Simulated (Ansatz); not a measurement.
# Na on Mo(110): change of the work function, part 2 of 3

How does one ordered layer of Na (hollow site) change the work function of Mo(110), and what dipole does each adsorbate carry?

Ansatz 0.2.0; plane-wave DFT, PBE, Ansatz PAW.

So far, work function, upper face (eV): step 2 (the clean slab) 4.60.

### 3. Adsorbate added

System of this step: Na/Mo(110). The cell holds 17 atoms: 16 Mo and 1 Na. Its edges and angles: a = 5.456 Å, b = 5.456 Å, c = 27.551 Å, α = 90.0°, β = 90.0°, γ = 70.5°. Vacuum lies along c.

The clean slab as it ended is repeated in the plane and the adsorbate is set on one face; the cell's size fixes the coverage, and the k-mesh shrinks with it to keep the sampling density about even. Adsorbate and upper layers relax, since the dipole depends on the height.

The input, input.yaml:

```yaml
crystal:
  lattice:
    - [4.4547727214, -3.15, 0.0]
    - [4.4547727214, 3.15, 0.0]
    - [0.0, 0.0, 27.5505344866]
  atoms:
    - { symbol: Mo, position: [0.0, 0.0, 0.3266724282] }
    - { symbol: Mo, position: [0.25, 0.25, 0.4075197295] }
    - { symbol: Mo, position: [0.0, 0.0, 0.489174035] }
    - { symbol: Mo, position: [0.25, 0.25, 0.5670727678] }
    - { symbol: Mo, position: [0.0, 0.5, 0.3266724282] }
    - { symbol: Mo, position: [0.25, 0.75, 0.4075197295] }
    - { symbol: Mo, position: [0.0, 0.5, 0.489174035] }
    - { symbol: Mo, position: [0.25, 0.75, 0.5670727678] }
    - { symbol: Mo, position: [0.5, 0.0, 0.3266724282] }
    - { symbol: Mo, position: [0.75, 0.25, 0.4075197295] }
    - { symbol: Mo, position: [0.5, 0.0, 0.489174035] }
    - { symbol: Mo, position: [0.75, 0.25, 0.5670727678] }
    - { symbol: Mo, position: [0.5, 0.5, 0.3266724282] }
    - { symbol: Mo, position: [0.75, 0.75, 0.4075197295] }
    - { symbol: Mo, position: [0.5, 0.5, 0.489174035] }
    - { symbol: Mo, position: [0.75, 0.75, 0.5670727678] }
    - { symbol: Na, position: [0.42, 0.42, 0.6733275718] }
kpoints:
  mp_grid: { grid: [6, 6, 1] }
hamiltonian:
  xc: pbe
scf:
  occupations: { method: fermi_dirac, width: 0.1 }
  convergence: { dr2_threshold: 1.0e-08 }
efield:
  axis: 3
  dipole_correction: true
  ramp_position: 0.97
  ramp_width: 0.06
relax:
  f_tol: 0.02
  max_steps: 60
  constraints: [{ sites: [0, 1, 4, 5, 8, 9, 12, 13] }]
output:
  dos: { projected: true, e_range: [-8, 4] }
  write_potential: true
  write_density: true
  volumetric_format: npy
  elf: true
```

Started as:

```console
ansatz run input.yaml --threads 4 --pin off --max-ram 6144MiB --backend cpu --events-out ev --progress --plain --runs-dir out
```

The log of the run:

```text
[...]
Crystal: 17 atoms, lattice volume = 773.208 Å³
Basis set: ecut = 420 eV, 15141 PW (Γ), exchange–correlation on 80×80×384 points (8 copies of the dense FFT grid, shifted against one another)
Bands: 140, of which v1, the nominal top of the filled ones, is band 117 counted from 1 (116 counted from 0)
Symmetry: 2 space group operations
[...]
k-points: 13 of 36 (time reversal used)
[...]
SCF iter   1: F=—  HF=-80773.803185 eV  |F-HF|=—  |Δ(HF+E_count)|=         —  Δρ=4.07e-3  dr2=2.88e0  ethr=1.77e-3  p=0.601 e·Å  D=1.41e-1 V/Å  ΔV_dip=-3.88 eV  dr2_dipole=2.42e0  V_vac-E_F(+/−)=1.03/4.90 eV  ⟨swp⟩=8.6  Hψ=8770  notcnv=0
[...]
SCF iter  11: F=-80773.697394 eV  HF=-80773.697394 eV  |F-HF|=8.73e-10  |Δ(HF+E_count)|=   1.60e-8  Δρ=2.69e-7  dr2=1.05e-9  ethr=4.29e-12  p=0.428 e·Å  D=1.00e-1 V/Å  ΔV_dip=-2.76 eV  dr2_dipole=2.15e-11  V_vac-E_F(+/−)=1.88/4.64 eV  ⟨swp⟩=11.2  Hψ=12827  notcnv=0
SCF 1 converged in 11 iterations: F = -80773.697394 eV  dr2 = 1.05e-9
[...]
relax step   1: F+E_penalty+E_count = -80773.69739420 eV  Δ(F+E_penalty+E_count) = +0.000e0 eV  max|allowed force component| = 4.034e-1 eV/Å  Δτ_max = 0.0000 Å  (11 SCF iters, accepted)
[...]
SCF iter   9: F=-80773.725113 eV  HF=-80773.725113 eV  |F-HF|=2.39e-9  |Δ(HF+E_count)|=   1.92e-8  Δρ=4.53e-7  dr2=3.09e-9  ethr=4.29e-12  p=0.431 e·Å  D=1.01e-1 V/Å  ΔV_dip=-2.78 eV  dr2_dipole=7.97e-10  V_vac-E_F(+/−)=1.86/4.64 eV  ⟨swp⟩=12.2  Hψ=13318  notcnv=0
SCF 2 converged in 9 iterations: F = -80773.725113 eV  dr2 = 3.09e-9
relax step   2: F+E_penalty+E_count = -80773.72511266 eV  Δ(F+E_penalty+E_count) = -2.772e-2 eV  max|allowed force component| = 3.156e-1 eV/Å  Δτ_max = 0.0737 Å  (9 SCF iters, accepted)
SCF iter   1: F=—  HF=-80773.764329 eV  |F-HF|=—  |Δ(HF+E_count)|=         —  Δρ=1.67e-3  dr2=1.25e-1  ethr=7.39e-4  p=0.431 e·Å  D=1.01e-1 V/Å  ΔV_dip=-2.78 eV  dr2_dipole=3.23e-2  V_vac-E_F(+/−)=1.88/4.65 eV  ⟨swp⟩=4.2  Hψ=3284  notcnv=0
[...]
SCF iter   9: F=-80773.761651 eV  HF=-80773.761651 eV  |F-HF|=1.11e-9  |Δ(HF+E_count)|=   6.88e-9  Δρ=3.52e-7  dr2=2.29e-9  ethr=4.29e-12  p=0.419 e·Å  D=9.81e-2 V/Å  ΔV_dip=-2.70 eV  dr2_dipole=2.34e-10  V_vac-E_F(+/−)=1.94/4.64 eV  ⟨swp⟩=11.6  Hψ=13099  notcnv=0
SCF 3 converged in 9 iterations: F = -80773.761651 eV  dr2 = 2.29e-9
relax step   3: F+E_penalty+E_count = -80773.76165050 eV  Δ(F+E_penalty+E_count) = -3.654e-2 eV  max|allowed force component| = 1.036e-1 eV/Å  Δτ_max = 0.1570 Å  (9 SCF iters, accepted)
[...]
relax step   4: F+E_penalty+E_count = -80773.76794983 eV  Δ(F+E_penalty+E_count) = -6.299e-3 eV  max|allowed force component| = 5.032e-2 eV/Å  Δτ_max = 0.0928 Å  (8 SCF iters, accepted)
[...]
relax step   5: F+E_penalty+E_count = -80773.77661640 eV  Δ(F+E_penalty+E_count) = -8.667e-3 eV  max|allowed force component| = 3.598e-2 eV/Å  Δτ_max = 0.1916 Å  (9 SCF iters, accepted)
[...]
relax step   6: F+E_penalty+E_count = -80773.78190236 eV  Δ(F+E_penalty+E_count) = -5.286e-3 eV  max|allowed force component| = 2.459e-2 eV/Å  Δτ_max = 0.1971 Å  (9 SCF iters, accepted)
[...]
relax step   7: F+E_penalty+E_count = -80773.78345645 eV  Δ(F+E_penalty+E_count) = -1.554e-3 eV  max|allowed force component| = 2.602e-2 eV/Å  Δτ_max = 0.1805 Å  (9 SCF iters, accepted)
SCF iter   1: F=—  HF=-80773.782728 eV  |F-HF|=—  |Δ(HF+E_count)|=         —  Δρ=2.59e-4  dr2=4.16e-4  ethr=1.76e-7  p=0.417 e·Å  D=9.76e-2 V/Å  ΔV_dip=-2.69 eV  dr2_dipole=5.51e-6  V_vac-E_F(+/−)=1.96/4.64 eV  ⟨swp⟩=4.0  Hψ=4639  notcnv=0
[...]
SCF iter   7: F=-80773.783578 eV  HF=-80773.783578 eV  |F-HF|=2.18e-10  |Δ(HF+E_count)|=   1.04e-8  Δρ=2.90e-7  dr2=1.14e-9  ethr=4.29e-12  p=0.417 e·Å  D=9.76e-2 V/Å  ΔV_dip=-2.69 eV  dr2_dipole=6.12e-11  V_vac-E_F(+/−)=1.95/4.64 eV  ⟨swp⟩=9.3  Hψ=11458  notcnv=0
SCF 8 converged in 7 iterations: F = -80773.783578 eV  dr2 = 1.14e-9
relax step   8: F+E_penalty+E_count = -80773.78357756 eV  Δ(F+E_penalty+E_count) = -1.211e-4 eV  max|allowed force component| = 1.248e-2 eV/Å  Δτ_max = 0.0058 Å  (7 SCF iters, accepted)
NSCF: frozen V_eff on 13 k-points
[...]
WARN: The output density's exchange-correlation potential varies sharply where the density is thin. Do not read a vacuum level from v_tot or v_xc, or from such a field of the output density. On a cell that repeats whose density bears no net charge and no dipole along the vacuum's axis use v_es (v_loc + v_h of the components); under efield.dipole_correction with no amplitude use v_es + v_field, which holds any externa [...]
SCF converged after 7 iterations
Free energy (F): -80773.783578 eV
[...]
Internal energy: -80773.312538 eV  (E = F + TS)
E sigma→0 (E₀):  -80773.548058 eV
Entropy (-TS):   -0.471040 eV (-27.708 meV/atom)
Fermi energy:    4.880488 eV
Dipole field:    D = 0.097602 V/Å  (p = 0.417054 e·Å, saw-weighted, corrected)
Work function:   Φ+ = 1.9549 eV   Φ− = 4.6439 eV
[...]
--- Forces (eV/Å), atoms counted from 1 ---
  atom   1  Mo     0.00057251    -0.00000000     0.50597194
  atom   2  Mo     0.00102226     0.00000000    -0.50396028
  atom   3  Mo     0.00505557     0.00000000    -0.01023784
  atom   4  Mo     0.00202949    -0.00000000     0.00035049
  atom   5  Mo     0.00020371    -0.00015886     0.50672190
  atom   6  Mo    -0.00159517     0.00134070    -0.51086705
  atom   7  Mo     0.00734221    -0.00423950     0.00056339
  atom   8  Mo    -0.01091843     0.01248205    -0.00213439
  atom   9  Mo     0.00020371     0.00015886     0.50672190
  atom  10  Mo    -0.00159517    -0.00134070    -0.51086705
  atom  11  Mo     0.00734221     0.00423950     0.00056339
  atom  12  Mo    -0.01091843    -0.01248205    -0.00213439
  atom  13  Mo     0.00047855    -0.00000000     0.51517363
  atom  14  Mo    -0.00440183     0.00000000    -0.50351618
  atom  15  Mo     0.01169080    -0.00000000     0.01015623
  atom  16  Mo    -0.00565425     0.00000000    -0.00282866
  atom  17  Na    -0.00084946    -0.00000000     0.00031216
  max |Σ_I F_I| component: 1.08e-5 eV/Å
--- Band table (eV; the first three rows and the last of 13) ---
  k-point 0: bands = [... 113 lower, 5.5057, 5.6497, 5.7564, 5.8164, 5.8213, 5.8635, 5.8748, 6.0436, ... 19 higher]
  k-point 1: bands = [... 113 lower, 5.2562, 5.3696, 5.4443, 5.4892, 5.5415, 5.8405, 5.8692, 5.9310, ... 19 higher]
  k-point 2: bands = [... 113 lower, 4.4274, 4.5025, 4.6864, 4.9335, 5.2120, 5.4203, 5.4569, 5.6175, ... 19 higher]
  k-point 12: bands = [... 113 lower, 4.1067, 4.1478, 4.1692, 4.1814, 4.1824, 4.3394, 4.3777, 4.7552, ... 19 higher]
--- Relaxed structure (8 steps of the walk, 8 accepted, 0 SCFs on fresh bases) ---
  F+E_penalty+E_count = -80773.78357756 eV   max|allowed force component| = 1.248e-2 eV/Å
  atoms:
    - { symbol: Mo, position: [0.0, 0.0, 0.326672] }
    - { symbol: Mo, position: [0.25, 0.25, 0.4075197295] }
    - { symbol: Mo, position: [-1.363813e-5, -1.363813e-5, 0.488587] }
    - { symbol: Mo, position: [0.250486, 0.250486, 0.568571] }
    - { symbol: Mo, position: [2.775558e-17, 0.5, 0.326672] }
    - { symbol: Mo, position: [0.250000, 0.75, 0.4075197295] }
    - { symbol: Mo, position: [-7.855036e-5, 0.500010, 0.488954] }
    - { symbol: Mo, position: [0.248709, 0.751762, 0.566936] }
    - { symbol: Mo, position: [0.5, 2.775558e-17, 0.326672] }
    - { symbol: Mo, position: [0.75, 0.250000, 0.4075197295] }
    - { symbol: Mo, position: [0.500010, -7.855036e-5, 0.488954] }
    - { symbol: Mo, position: [0.751762, 0.248709, 0.566936] }
    - { symbol: Mo, position: [0.5, 0.5, 0.326672] }
    - { symbol: Mo, position: [0.75, 0.75, 0.4075197295] }
    - { symbol: Mo, position: [0.499911, 0.499911, 0.488928] }
    - { symbol: Mo, position: [0.749804, 0.749804, 0.568566] }
    - { symbol: Na, position: [0.500821, 0.500821, 0.664782] }
```

Elapsed: 5.3 min, on 4 threads of Arm Neoverse V2, shared host; peak memory 2.9 GiB.

Step by step:

```
step  energy less that of the first step (eV)  largest force component (eV/Å)
   1                                   0.0000                          0.4034
   2                                  -0.0277                          0.3156
   3                                  -0.0643                          0.1036
   4                                  -0.0706                          0.0503
   5                                  -0.0792                          0.0360
   6                                  -0.0845                          0.0246
   7                                  -0.0861                          0.0260
   8                                  -0.0862                          0.0125
```

The run keeps the 2 symmetry operations that the program found, so distortions that break them were not tested.

The atoms that moved most (Å):

```
atom      dx      dy      dz  length
Na17   0.720   0.000  -0.235   0.758
 Mo4   0.004   0.000   0.041   0.042
Mo16  -0.002   0.000   0.041   0.041
 Mo3   0.000   0.000  -0.016   0.016
 Mo8   0.002   0.010  -0.004   0.011
Mo12   0.002  -0.010  -0.004   0.011
Mo15  -0.001   0.000  -0.007   0.007
 Mo7   0.000   0.000  -0.006   0.006
```

The relaxed structure:

```xyz
17
Lattice="4.4548 -3.1500 0.0000 4.4548 3.1500 0.0000 0.0000 0.0000 27.5505" Properties=species:S:1:pos:R:3
Mo    0.0000    0.0000    9.0000
Mo    2.2274    0.0000   11.2274
Mo   -0.0001    0.0000   13.4608
Mo    2.2317    0.0000   15.6644
Mo    2.2274    1.5750    9.0000
Mo    4.4548    1.5750   11.2274
Mo    2.2271    1.5753   13.4709
Mo    4.4569    1.5846   15.6194
Mo    2.2274   -1.5750    9.0000
Mo    4.4548   -1.5750   11.2274
Mo    2.2271   -1.5753   13.4709
Mo    4.4569   -1.5846   15.6194
Mo    4.4548    0.0000    9.0000
Mo    6.6822    0.0000   11.2274
Mo    4.4540    0.0000   13.4702
Mo    6.6804    0.0000   15.6643
Na    4.4621    0.0000   18.3151
```

Numbers from this step:

| Item | Value |
| --- | --- |
| energy at zero smearing | -80773.5481 eV |
| work function, upper face | 1.955 eV |
| work function, lower face | 4.644 eV |
| dipole along the normal | 0.4171 e·Å |
| step between the vacuum levels | -2.689 eV |

Running mean over 2.227 Å of the planar mean; the ramp of the sawtooth is left out. The electron's electrostatic potential energy less the Fermi level by z:

```
z (Å)  electron's electrostatic potential energy less the Fermi level (eV)
    4                                                                 4.64
    5                                                                 4.63
    6                                                                 4.50
    7                                                                 3.16
    8                                                                -6.00
    9                                                                -12.4
   10                                                                -12.7
   11                                                                -12.9
   12                                                                -12.8
   13                                                                -12.9
   14                                                                -13.2
   15                                                                -13.1
   16                                                                -11.6
   17                                                                -2.57
   18                                                                 1.09
   19                                                                0.836
   20                                                                 1.70
   21                                                                 1.90
   22                                                                 1.94
   23                                                                 1.95
   24                                                                 1.95
```

[end of part 2 of 3]

[Long decimals in the printed logs are rounded to 6 places.]

[Logs are printed without paths, hosts, clocks, repeated set-up lines and the standing remarks that a program may print on its own settings, such as how far it seeks lower states.]

[Hosts, paths, dates, database ids (printed as entryN), source tags and the programs' standing remarks are cut or masked in the printed files.]

[Maps of the electrostatic potential energy from Ansatz leave out the sawtooth potential of an applied field or a dipole correction, so their vacuum need not be flat; planar profiles and work functions include it.]
